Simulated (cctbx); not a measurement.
# Occupancies in TlHg6As4Cl7

Cell a = 12.2580 Å, b = 12.2580 Å, c = 12.2580 Å, α = 90.00°, β = 90.00°, γ = 90.00°; space group Pa-3 (no. 205); nominal formula TlHg6As4Cl7.

Simulated single-crystal data (cctbx): Mo Kα, λ = 0.71073 Å, to d = 0.77 Å, 95 % of the full sphere, strongest reflection 20000 counts, noise from counting, a 4 % proportional error and a noise floor of 4 counts (s.d.); no absorption, and some extinction, which the refinements don't model.

With every site full:

```text
Rint 0.037, 707 unique reflections to 0.77 A
cycle     R1     wR2    GooF  max shift (A)
   1  0.1148  0.2526  18.304   0.00085
   2  0.0061  0.0140   1.012   0.00000
final R1 0.0061 wR2 0.0140 GooF 1.012  parameters 28  data/parameter 25.2
atom        x        y        z      Ueq    occ   su(xyz)  su(Uiso or U11)
Tl1    0.00000  0.50000  0.00000   0.0054  1.000  0.00000  0.0000
Hg2    0.45371  0.18391  0.30020   0.0054  1.000  0.00001  0.0000
As1    0.15230  0.34770  0.65230   0.0066  1.000  0.00001  0.0001
As2    0.26979  0.23021  0.76979   0.0088  1.000  0.00002  0.0001
Cl1    0.44302  0.19640  0.04303   0.0084  1.000  0.00004  0.0002
Cl2    0.50000  0.50000  0.00000   0.0092  1.000  0.00000  0.0002
difference map: max 0.50 min -0.92 rms 0.12
Q1    0.1859  0.6859  0.8141    8    0.50  0.94 A from As2
Q2    0.0217  0.1294  0.8600   24    0.38  2.21 A from Cl1
Q3    0.0489  0.7414  0.1854   24    0.37  1.57 A from Hg2
Q4    0.0865  0.6001  0.7213   24    0.36  1.60 A from Hg2
Q5    0.1289  0.7323  0.8321   24    0.36  1.46 A from As2
Q6    0.1154  0.7006  0.2381   24    0.35  1.16 A from Hg2
```

With the occupancies of the suspect sites free, each still typed as its main element:

```text
Rint 0.037, 707 unique reflections to 0.77 A
cycle     R1     wR2    GooF  max shift (A)
   1  0.0541  0.1197   8.685   0.00007
   2  0.0061  0.0140   1.013   0.00000
final R1 0.0061 wR2 0.0140 GooF 1.013  parameters 30  data/parameter 23.6
atom        x        y        z      Ueq    occ   su(xyz)  su(Uiso or U11)
Tl1    0.00000  0.50000  0.00000   0.0053  1.000  0.00000  0.0001
Hg2    0.45371  0.18391  0.30020   0.0054  1.000  0.00001  0.0000
As1    0.15230  0.34770  0.65230   0.0066  1.000  0.00001  0.0001
As2    0.26979  0.23021  0.76979   0.0088  1.000  0.00002  0.0001
Cl1    0.44302  0.19640  0.04303   0.0084  1.000  0.00004  0.0002
Cl2    0.50000  0.50000  0.00000   0.0092  1.000  0.00000  0.0002
su of occupancy Tl1: 0.002
su of occupancy Hg2: 0.001
difference map: max 0.50 min -0.90 rms 0.12
Q1    0.1859  0.6859  0.8141    8    0.50  0.94 A from As2
Q2    0.0217  0.1294  0.8600   24    0.38  2.21 A from Cl1
Q3    0.0489  0.7414  0.1854   24    0.37  1.57 A from Hg2
Q4    0.0864  0.6002  0.7213   24    0.36  1.61 A from Hg2
Q5    0.1289  0.7323  0.8321   24    0.36  1.46 A from As2
Q6    0.1154  0.7005  0.2381   24    0.35  1.16 A from Hg2
```

**Question.** What is the disorder?

X-rays count electrons. Tl1 refines to 1.000(0.002), or 81.0 electrons; the site truly holds 0.95 Tl and 0.05 Hg, 81.0 electrons, which is 0.999 of Tl; Hg2 refines to 1.000(0.001), or 80.0 electrons; the site truly holds 0.9917 Hg and 0.0083 Tl, 80.0 electrons, which is 1.000 of Hg. All are within 3 s.u. of full, so these data don't show the disorder. Occupancy correlates with U and the scale, and the two elements' form factors differ in shape, so the match is approximate.

Freeing them takes R1 from 0.0061 to 0.0061 and GooF from 1.01 to 1.01.

The model is made up (kin elements in a known structure type, no relaxation), so it says nothing on whether the phase exists.

[Middle refinement cycles are left out of these outputs.]

[Logs are printed without paths, hosts, clocks, repeated set-up lines and the standing remarks that a program may print on its own settings, such as how far it seeks lower states.]
